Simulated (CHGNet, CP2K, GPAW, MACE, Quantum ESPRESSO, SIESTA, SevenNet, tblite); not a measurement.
**tblite on generalised stacking fault on (111) (shuffle set) of a GaAs-GaSb solid solution (48 atoms): settings against a plane-wave reference**

How near does tblite come to plane waves for generalised stacking fault on (111) (shuffle set) of a GaAs-GaSb solid solution (48 atoms)?

Main program and level: tblite 0.8.0; the method is named at each step.

## Step 1: Starting point

The cell holds 48 atoms: 24 Ga, 10 Sb and 14 As. Cell: a = 8.267 Å, b = 7.159 Å, c = 20.540 Å, α = 90.0°, β = 80.3°, γ = 90.0°. It derives from GaAs. Zinc-blende GaAs lattice (a = 5.8453 Å, the value set for the mixture), cell with z along [111], 2 x 1 x 2 periods; the third cell vector is tilted by 0.833 of 1/2[1-10] and lengthened by 0 Å, so the cell holds one fault (shuffle set); displaced by a Gaussian of 0.01 Å; 10 of 24 As sites given to Sb at random (lattice constant by Vegard's rule between GaAs and GaSb). Then every atom was moved at random, 0.03 Å r.m.s. a Cartesian component. The structure's axis is c.

The yardstick, on the same geometry:

```
method                 : Kohn-Sham DFT, PBE, SSSP efficiency 1.3.0 pseudopotentials, plane waves (Quantum ESPRESSO 7.5); sssp-pbe-1.3.0-efficiency, cutoffs 70/560 Ry, Γ point
r.m.s. force component : 0.7813 eV/Å
longest force          : 3.081 eV/Å
pressure               : 5 GPa
time                   : 11 min on 4 MPI ranks of Arm Neoverse V2, shared host
CPU time               : 43 min
```

## Step 2: GFN1-xTB

Method: GFN1-xTB tight binding, diagonalisation.

Input file run.py:

```python
import numpy as np
from ase.io import read
from tblite.ase import TBLite

atoms = read("structure.xyz")
atoms.calc = TBLite(method="GFN1-xTB", electronic_temperature=580, accuracy=1.0, max_iterations=250, mixer_damping=0.1, verbosity=1)
energy = atoms.get_potential_energy()
forces = atoms.get_forces()
print(f"energy {energy:.6f} eV")
print("forces (eV/A)")
for i, (a, f) in enumerate(zip(atoms, forces)):
    print(f"{i:4d} {a.symbol:2s} {f[0]:10.5f} {f[1]:10.5f} {f[2]:10.5f}")
stress = -atoms.get_stress(voigt=False) * 160.21766
print("stress (GPa, compression positive)")
for row in stress:
    print(" ".join(f"{x:10.4f}" for x in row))
print("charges (e)")
print(np.array2string(atoms.get_charges(), precision=4, suppress_small=True, max_line_width=110, threshold=100000))
```

Input file structure.xyz:

```xyz
48
Lattice="8.26650 0.00000 0.00000 0.00000 7.15900 0.00000 3.44440 0.00000 20.24871" Properties=species:S:1:pos:R:3 pbc="T T T"
Ga 6.19560 3.57843 19.02812
Sb 6.18875 3.55616 1.31718
Ga 6.23814 5.91398 2.13725
As 6.11322 5.98328 4.63209
Ga 10.32116 3.53733 19.05728
As 2.04802 3.56325 1.24064
Ga 2.04412 5.93517 2.10607
As 2.07169 5.97061 4.61144
Ga 4.14888 0.00064 18.99835
As 4.12215 7.14733 1.28478
Ga 4.17924 2.42604 2.04512
As 4.13093 2.40177 4.62298
Ga 4.10640 4.73396 5.45946
As 4.13143 4.70361 8.04319
Ga 6.22692 1.20436 5.48274
Sb 6.19515 1.19527 8.00816
Ga 6.18773 3.55523 8.86306
Sb 6.18006 3.54041 11.40914
Ga 6.24970 5.94641 12.25978
Sb 6.15461 6.00719 14.79351
Ga 8.26794 7.15163 18.99612
Sb 8.23357 0.01267 1.26818
Ga 8.25357 2.43563 2.13948
As 8.28866 2.38294 4.63614
Ga 8.26833 4.73403 5.41957
Sb 8.32030 4.83490 8.00958
Ga 2.02412 1.19663 5.47383
As 2.15620 1.23536 8.02355
Ga 2.02337 3.60785 8.85031
As 2.02306 3.55673 11.43283
Ga 10.34121 5.96087 12.20005
As 10.31609 5.92357 14.71454
Ga 4.10341 0.02656 8.85820
As 4.13704 7.13036 11.40407
Ga 4.13544 2.40220 12.26404
As 4.13385 2.32524 14.74673
Ga 4.15763 4.80312 15.67817
Sb 4.12770 4.78236 18.13859
Ga 6.15402 1.20107 15.58746
Sb 6.19332 1.13356 18.15358
Ga 8.21928 7.13631 8.78227
Sb 8.18197 0.03844 11.39172
Ga 8.28198 2.41008 12.25229
As 8.27219 2.42411 14.79371
Ga 8.25130 4.74921 15.64476
As 8.23482 4.76496 18.08412
Ga 10.34884 1.19147 15.66177
Sb 10.30494 1.25111 18.14062
```

On the command line:

```console
> OMP_NUM_THREADS=1 python run.py > output.txt
```

The log of the run:

```text
------------------------------------------------------------
  cycle        total energy    energy error   density error
------------------------------------------------------------
      1     -89.26818160008  -8.9360912E+01   4.2880141E-01
      2     -90.69965621541  -1.4314746E+00   3.3095134E-01
      3     -87.97814030496   2.7215159E+00   3.0121011E-01
      4     -89.62013430905  -1.6419940E+00   2.5683450E-01
      5     -90.79303270049  -1.1728984E+00   8.6832497E-02
      6     -91.10804087534  -3.1500817E-01   3.9616815E-02
      7     -91.17876460524  -7.0723730E-02   2.6660575E-02
      8     -91.16896511762   9.7994876E-03   2.2727036E-02
      9     -91.20168121676  -3.2716099E-02   1.1069401E-02
     10     -91.20103387986   6.4733690E-04   9.2245467E-03
     11     -91.20290799659  -1.8741167E-03   6.2368755E-03
     12     -91.20339886712  -4.9087053E-04   2.7815357E-03
     13     -91.20335910844   3.9758681E-05   2.0302458E-03
     14     -91.20348251526  -1.2340682E-04   7.5007385E-04
     15     -91.20349261806  -1.0102796E-05   3.8653052E-04
     16     -91.20349548879  -2.8707334E-06   2.2343346E-04
     17     -91.20349597001  -4.8121937E-07   1.0597963E-04
     18     -91.20349617202  -2.0200588E-07   7.2013183E-05
     19     -91.20349630631  -1.3429535E-07   2.6313769E-05
     20     -91.20349631562  -9.3130552E-09   1.9502432E-05
------------------------------------------------------------
 total:                                   3.063 sec
energy -2481.773545 eV
forces (eV/A)
   0 Ga    0.85475   -0.22294    1.22966
   1 Sb    1.06038    1.18358   -2.12616
   2 Ga   -1.52513    0.72636    1.58288
   3 As    0.57186    0.30725   -0.36277
   4 Ga   -0.73953    1.55294    0.78199
   5 As    0.29138    0.46787   -0.77171
   6 Ga    1.07778   -0.89412    0.85752
   7 As   -0.18324    0.35929   -0.44618
   8 Ga   -0.85800   -0.27811    1.34935
   9 As    0.25801    0.35420   -0.96718
  10 Ga   -2.77449   -2.13409    1.77117
  11 As    0.03881    0.16333   -0.76152
  12 Ga   -0.05368   -0.35464    0.86482
  13 As    0.02115    0.80453   -0.71603
  14 Ga   -0.23776   -0.36999   -0.95064
  15 Sb   -0.24666    0.45291   -0.75406
  16 Ga   -0.48809    0.92788    0.12366
  17 Sb    0.34751    0.94585   -0.91659
  18 Ga   -2.02886   -0.38403    0.36834
  19 Sb    0.89129   -0.26130   -0.77360
  20 Ga    0.09484   -1.88816    1.80215
  21 Sb    0.35103    0.86551   -1.42640
  22 Ga    1.65251   -0.48844    1.41367
  23 As   -0.16437    0.35473   -0.54954
[...]
40 Ga    1.85653    1.64207    1.41079
  41 Sb    1.50499    0.46899   -1.49097
  42 Ga    1.05439    0.22412    1.72307
  43 As   -0.14793   -0.04233   -0.55930
  44 Ga    0.81722   -0.54406    0.41125
  45 As    0.23042    0.27547    0.06488
  46 Ga   -0.12783   -0.67628   -1.73408
  47 Sb    0.38036   -0.93416    0.22899
stress (GPa, compression positive)
   15.2961     0.6167    -0.0328
    0.6167     8.0887    -0.2459
   -0.0328    -0.2459     5.4417
charges (e)
[-0.0505  0.1057 -0.0285 -0.0198 -0.0691 -0.0191 -0.0098 -0.0182 -0.1039 -0.0234 -0.0075 -0.0218  0.0099
 -0.0249 -0.0028  0.0989 -0.0635  0.0996 -0.0711  0.1085 -0.0647  0.0979 -0.0228 -0.0137 -0.0003  0.0966
  0.0202 -0.0238 -0.0179 -0.0172 -0.0141 -0.0191 -0.0169 -0.0211  0.0029 -0.0122 -0.0348  0.1052 -0.0662
  0.1084 -0.065   0.0984 -0.0393 -0.0137 -0.0293 -0.016  -0.0178  0.1076]
```

Run time: 3.5 s. Hardware: 1 thread of Arm Neoverse V2, shared host; peak memory 0.12 GiB.

Banners, paths, timers and routine set-up lines are dropped from the logs unmarked, and long logs keep their key lines alone; longer cuts are marked.

Compared with the plane-wave run:

| Property | Result |
| --- | --- |
| r.m.s. force component | 0.979 eV/Å |
| r.m.s. difference of force components | 310 meV/Å |
| longest difference of force vectors | 949.2 meV/Å |
| force difference over r.m.s. force | 39.67 % |
| slope of forces against the reference's | 1.206 |
| correlation of force components | 0.9627 |
| pressure | 9.609 GPa |
| pressure difference | 4.609 GPa |

Length of the force difference by element (eV/Å):

| element | atoms | mean | most |
| --- | --- | --- | --- |
| As | 14 | 0.42 | 0.67 |
| Ga | 24 | 0.51 | 0.84 |
| Sb | 10 | 0.58 | 0.95 |

A closer look about Ga11, which bears the longest force: 9 atoms, nearest first, numbered in the order of the input, with positions taken from that point.

| atom | x | y | z | distance (Å) | bonds | Mulliken charge (e) | Fx | Fy | Fz (eV/Å) |
| --- | --- | --- | --- | --- | --- | --- | --- | --- | --- |
| Ga11 | 0.00 | 0.00 | 0.00 | 0.00 | 4 | -0.01 | -2.77 | -2.13 | 1.77 |
| Sb2 | 2.01 | 1.13 | -0.73 | 2.42 | 4 | 0.11 | 1.06 | 1.18 | -2.13 |
| As6 | -2.13 | 1.14 | -0.80 | 2.55 | 4 | -0.02 | 0.29 | 0.47 | -0.77 |
| As10 | -0.06 | -2.44 | -0.76 | 2.55 | 4 | -0.02 | 0.26 | 0.35 | -0.97 |
| As12 | -0.05 | -0.02 | 2.58 | 2.58 | 4 | -0.02 | 0.04 | 0.16 | -0.76 |
| Ga1 | -1.43 | 1.15 | -3.27 | 3.75 | 4 | -0.05 | 0.85 | -0.22 | 1.23 |
| Ga3 | 2.06 | 3.49 | 0.09 | 4.05 | 4 | -0.03 | -1.53 | 0.73 | 1.58 |
| Ga23 | 4.07 | 0.01 | 0.09 | 4.08 | 4 | -0.02 | 1.65 | -0.49 | 1.41 |
| Ga7 | -2.14 | 3.51 | 0.06 | 4.11 | 4 | -0.01 | 1.08 | -0.89 | 0.86 |

Atoms are counted from 1 here, from 0 in the log.

Forces lie 40 % from the reference's, at 0.0014 times its CPU time (on 1 against 4 cores).

## Step 3: Outcome

| Item | Value |
| --- | --- |
| force difference from the reference | tblite GFN1-xTB, 40 % |
| its CPU time | 3.5 s |

**Reading.** Tight binding differs by 40 % (tblite GFN1-xTB); it is another model, with fitted parameters of its own, and the xTB methods hold dispersion. One electronic-structure run takes under half the reference's CPU time: tblite GFN1-xTB, at 40 % in 3.5 s against 43 min; its pressure misses by +4.6 GPa. Periodic xTB results under one method name differ between programs and library versions. The reference's pressure holds the uncorrected Pulay stress of its 70 Ry basis, so small pressure differences, and their order, may be the reference's own error. The reference's stress is far from hydrostatic: its diagonal is 11.0, 1.5, 2.5 GPa, compression counted positive. The host structure and its lattice constant were typed by rule, without a check against the phase diagram. The reference's pressure of 5.0 GPa belongs to a cell and atoms that aren't relaxed at this level. The electronic-structure runs sample only Γ, in a cell whose shortest periodic width is 7 Å, which is coarse for a cell with partly filled levels. Spin–orbit coupling is left out, which matters for the levels of the heavy elements.

[Also dropped from logs without a mark: logging warnings of Python, and SIESTA's first energy breakdown and zero terms.]

[Logs are printed without paths, hosts, clocks, repeated set-up lines and the standing remarks that a program may print on its own settings, such as how far it seeks lower states.]

[Hosts, paths, dates, database ids (printed as entryN), source tags and the programs' standing remarks are cut or masked in the printed files.]
